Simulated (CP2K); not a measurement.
Two runs for the C K edge of carboxypyrazine. Run A: CP2K XAS_TDP, all-electron GAPW, PBEh(45%), aug-cc-pVDZ, TDA, no relativity. Run B differs in one setting.

First lines with a strength over 0.0015. A:

| atom | energy (eV) | states | strength, one atom |
| --- | --- | --- | --- |
| C2 (bonded to C and 2 O) | 283.25 | 1 | 0.0651 |
|  | 286.94 | 1 | 0.0044 |
|  | 287.89 | 1 | 0.0127 |
|  | 288.35 | 1 | 0.0025 |
|  | 290.06 | 1 | 0.0049 |
| C4 (bonded to 2 C and N) | 281.63 | 1 | 0.0402 |
|  | 285.85 | 1 | 0.0166 |
|  | 286.37 | 1 | 0.0037 |
|  | 287.06 | 1 | 0.0026 |
|  | 287.70 | 1 | 0.0021 |
| C5 (bonded to C, N and H) | 281.40 | 1 | 0.0574 |
|  | 286.05 | 1 | 0.0089 |
|  | 286.84 | 2 | 0.0062 |
|  | 287.37 | 1 | 0.0036 |
|  | 287.43 | 1 | 0.0031 |
| C7 (bonded to C, N and H) | 281.31 | 1 | 0.0524 |
|  | 283.49 | 1 | 0.0025 |
|  | 285.66 | 1 | 0.0136 |
|  | 286.60 | 1 | 0.0084 |
|  | 286.81 | 1 | 0.0034 |
| C8 (bonded to C, N and H) | 281.63 | 1 | 0.0510 |
|  | 282.91 | 1 | 0.0039 |
|  | 285.58 | 1 | 0.0132 |
|  | 286.58 | 1 | 0.0071 |
|  | 286.69 | 1 | 0.0034 |

B:

| atom | energy (eV) | states | strength, one atom |
| --- | --- | --- | --- |
| C2 (bonded to C and 2 O) | 283.36 | 1 | 0.0645 |
|  | 287.07 | 1 | 0.0049 |
|  | 287.95 | 1 | 0.0129 |
|  | 289.82 | 1 | 0.0114 |
|  | 291.66 | 1 | 0.0265 |
| C4 (bonded to 2 C and N) | 281.63 | 1 | 0.0403 |
|  | 286.04 | 1 | 0.0156 |
|  | 288.05 | 1 | 0.0252 |
|  | 288.94 | 1 | 0.0148 |
|  | 289.39 | 1 | 0.0164 |
| C5 (bonded to C, N and H) | 281.37 | 1 | 0.0569 |
|  | 287.49 | 1 | 0.0332 |
|  | 288.98 | 1 | 0.0061 |
|  | 289.18 | 1 | 0.0092 |
|  | 289.38 | 1 | 0.0110 |
| C7 (bonded to C, N and H) | 281.30 | 1 | 0.0520 |
|  | 283.52 | 1 | 0.0022 |
|  | 286.75 | 1 | 0.0076 |
|  | 287.01 | 1 | 0.0337 |
|  | 289.05 | 1 | 0.0095 |
| C8 (bonded to C, N and H) | 281.62 | 1 | 0.0511 |
|  | 282.93 | 1 | 0.0032 |
|  | 286.79 | 1 | 0.0060 |
|  | 286.95 | 1 | 0.0332 |
|  | 288.91 | 1 | 0.0086 |

Question: Which was it: scalar relativity switched on, GW2X switched on, the basis, the functional?

The basis (basis from aug-cc-pVDZ to 6-31G*; the lines alone don't name the new value). A basis moves diffuse and continuum lines far more than the leading valence line. Against PBEh(45%) in aug-cc-pVDZ, the leading lines move by +0.11 eV (C2, to 283.36), 0.00 eV (C4, to 281.63), -0.03 eV (C5, to 281.37), -0.01 eV (C7, to 281.30) and -0.01 eV (C8, to 281.62).

[Hosts, paths, dates, database ids (printed as entryN), source tags and the programs' standing remarks are cut or masked in the printed files.]
